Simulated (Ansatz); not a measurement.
# (KCl)2(NaI)1 [001] superlattice, started as rocksalt type: from the cell to its phonons, part 2 of 3

How does (KCl)2(NaI)1 [001] superlattice, started as rocksalt type vibrate, and is this structure a minimum?

Ansatz 0.2.0; DFT PBE, scalar-relativistic, plane waves, PAW.

So far: Starting point; Bringing the structure to rest. The relaxed cell has a = 4.531, c = 19.641 Å (conventional setting).

The structure was built from a prototype and need not be the compound's stable phase.

### Step 3. Tight relaxation

Phonons need a cell at rest on their own settings, so the relaxation is repeated with tight tolerances on forces and stress, using the mesh and the filling of the phonon run that follows.

The input, input.yaml:

```yaml
crystal:
  lattice:
    - [3.2041545411, 3.2041545411, 0.0]
    - [-3.2041545411, 3.2041545411, 0.0]
    - [3.2041545411, 0.0, 9.8203729272]
  atoms:
    - { symbol: Cl, position: [0.5026541722, 0.4973458278, -0.0053083444] }
    - { symbol: Cl, position: [0.8306791611, 0.1693208389, 0.3386416777] }
    - { symbol: I, position: [0.1666666667, 0.8333333333, 0.6666666667] }
    - { symbol: K, position: [-0.0074974797, 0.0074974797, 0.0149949595] }
    - { symbol: K, position: [0.3408308131, 0.6591691869, 0.3183383739] }
    - { symbol: Na, position: [0.6666666667, 0.3333333333, 0.6666666667] }
kpoints:
  mp_grid: { grid: [4, 4, 4] }
hamiltonian:
  xc: pbe
scf:
  occupations: { method: fixed }
output:
  forces: true
  stress: true
  eigenvalues: true
  write_density: true
  write_potential: true
  elf: true
  volumetric_format: npy
relax:
  adjacent_minimum: "off"
  f_tol: 0.001
  max_steps: 60
  cell: { stress_tol: 0.01 }
```

Launch:

```bash
$ ansatz run input.yaml --threads 8 --pin off --max-ram 14336MiB --backend cpu --events-out ev --progress --plain --runs-dir out
```

Numbers of over 12 decimals in the logs are rounded to 6 here.

Output:

```text
[...]
Crystal: 6 atoms, lattice volume = 201.644 Å³
Basis set: ecut = 420 eV, 3977 PW (Γ), exchange–correlation on 64×64×144 points (8 copies of the dense FFT grid, shifted against one another)
Bands: 35, of which v1, the nominal top of the filled ones, is band 29 counted from 1 (28 counted from 0)
Symmetry: 16 space group operations
[...]
k-points: 13 of 64
[...]
- [3.200701, 3.200701, 0.0]
    - [-3.200701, 3.200701, 0.0]
    - [3.200701, 0, 9.838009]
  atoms:
    - { symbol: Cl, position: [0.502493, 0.497507, -0.00498571] }
    - { symbol: Cl, position: [0.830840, 0.169160, 0.338319] }
    - { symbol: I, position: [0.166667, 0.833333, 0.666667] }
    - { symbol: K, position: [-0.00750285, 0.00750285, 0.015006] }
    - { symbol: K, position: [0.340836, 0.659164, 0.318328] }
    - { symbol: Na, position: [0.666667, 0.333333, 0.666667] }
[key lines of the parts left out:]
SCF converged after 6 iterations
Free energy (F): -14244.217151 eV
Fermi energy:    1.671063 eV
P = ⅓ Tr σ = 0.0001 GPa (0.001 kbar)
```

Run time: 4.4 s. Hardware: 8 threads of Intel Xeon Platinum 8488C (Sapphire Rapids), shared host; peak memory 0.79 GiB; 28 s of CPU time.

Relaxation path:

```
step  energy less that of the first step (eV)  largest force component (eV/Å)  pressure (GPa)  volume (Å³)
   1                                   0.0000                          0.0015           -0.01       201.64
   2                                   0.0000                          0.0020           -0.01       201.57
   3                                  -0.0001                          0.0014            0.01       201.49
   4                                  -0.0001                          0.0012            0.00       201.56
   5                                  -0.0001                          0.0001            0.00       201.57
  6*                                  -0.0001                          0.0001            0.00       201.57
```

Relaxation steps marked * repeat the geometry before them on a plane-wave basis chosen anew for their cell, so energy and pressure can jump there.

The run keeps the 16 symmetry operations that it works with, so distortions that break them were not tested.

```
conventional cell, symmetrised  before   after  change
                         a (Å)   4.531   4.526  -0.1 %
                         b (Å)   4.531   4.526  -0.1 %
                         c (Å)  19.641  19.676  +0.2 %
              volume (Å³/atom)   33.61   33.60  -0.0 %
```

The relaxed structure:

```xyz
6
Lattice="3.2007 3.2007 0.0000 -3.2007 3.2007 0.0000 3.2007 0.0000 9.8380" Properties=species:S:1:pos:R:3 pbc="T T T"
Cl    0.0000    3.2007   -0.0490
Cl    3.2007    3.2007    3.3284
I     0.0000    3.2007    6.5587
K     0.0000    0.0000    0.1476
K     0.0000    3.2007    3.1317
Na    3.2007    3.2007    6.5587
```

Numbers from this step:

- pressure: 9.28e-5 GPa
- gap on the k-mesh: 4.056 eV
- volume per atom: 33.60 Å³
- direct gap on mesh: 4.134 eV

Electrostatic potential energy in the ac plane of the conventional cell at fractional y = 0.000, with atoms of Cl and I and K and Na within 0.2 Å of it. With pseudopotentials it is smooth inside the atoms' cores, unlike the true potential.

Ten even steps from '0' (-42 eV) to '9' (8 eV), each cell a mean:
```
24799999999863
99999999999999
88999999999998
01599999999830
23799999999852
99999999999999
67899999999987
00489999998620
34789999999853
99999999999999
77899999999987
87579999998668
76579999998667
88999999999998
89999999999998
12689999999742
01589999998731
88999999999988
89999999999999
02699999999831
12699999999841
99999999999999
89999999999998
13789999999851
```
Columns run along a (4.5 Å; values clipped at the 3rd and 97th percentile), rows up along c (19.7 Å), edges of the conventional cell, whose origin can differ from the input's. Atoms in or near the plane, at fractional coordinates: Cl at (0.00, 0.16), Cl at (0.00, 0.84), I at (0.00, 0.50), K at (0.00, 0.67), K at (0.00, 0.33), Na at (0.00, 0.00).

Valence density in the ac plane of the conventional cell at fractional y = 0.000, with atoms of Cl and I and K and Na within 0.2 Å of it. It is the smooth field of the valence electrons, not physical close to the nuclei.

Ten steps, logarithmic in the rise over the least value, from '0' (0 e/Å³) to '9' (11 e/Å³), each cell a mean:
```
86200000000148
00000000000000
33210000000123
45531000002455
55421000001355
21100000000112
43200000000124
77520000001467
65310000000256
11000000000011
33210000001233
98532100012479
97432100012468
32210000001122
21100000000012
76420000001356
76520000001367
32100000000012
32110000000122
55431000002355
55421000002355
22100000000112
10000000000001
98300000000159
```
Columns run along a (4.5 Å), rows up along c (19.7 Å), edges of the conventional cell, whose origin can differ from the input's. Atoms in or near the plane, at fractional coordinates: Cl at (0.00, 0.16), Cl at (0.00, 0.84), I at (0.00, 0.50), K at (0.00, 0.67), K at (0.00, 0.33), Na at (0.00, 0.00).

ELF in the ac plane of the conventional cell at fractional y = 0.000, with atoms of Cl and I and K and Na within 0.2 Å of it. It is the smooth field of the valence electrons, not physical close to the nuclei.

Ten even steps from '_' (0.00) to '@' (0.86), each cell a mean:
```
++++::________________..==++
....____________________....
@@%%##++::________..==**%%%%
**%%@@@@##--____..++%%@@@@##
%%@@@@%%**::____..==%%@@@@%%
++====--..________..::--==++
**++--..______________::==**
%%@@@@**..__________--%%@@@@
@@@@##--____________..++%%@@
::::....______________..::::
%%%%%%##++::____..==##%%%%%%
====**%%%%++..__--##%%##++--
==++##%%%%++..__::##%%##**==
######**==..______--++######
--::..________________..::--
@@@@%%++____________::##@@@@
%%@@@@**..__________--%%@@@@
==--::________________..--==
##****++--________..==++**##
##@@@@@@##::____..++%%@@@@%%
##@@@@@@**::____..==%%@@@@%%
####**==..________..--++**##
..________________________..
++**--________________..++++
```
Columns run along a (4.5 Å), rows up along c (19.7 Å), edges of the conventional cell, whose origin can differ from the input's. Atoms in or near the plane, at fractional coordinates: Cl at (0.00, 0.16), Cl at (0.00, 0.84), I at (0.00, 0.50), K at (0.00, 0.67), K at (0.00, 0.33), Na at (0.00, 0.00).

The largest force component left is 0.10 meV/Å and the pressure is 0.000 GPa, within the tolerances set. The cell now holds 33.60 Å³/atom.

(Part 2 of 3 ends here.)

[Logs are printed without paths, hosts, clocks, repeated set-up lines and the standing remarks that a program may print on its own settings, such as how far it seeks lower states.]

[Hosts, paths, dates, database ids (printed as entryN), source tags and the programs' standing remarks are cut or masked in the printed files.]
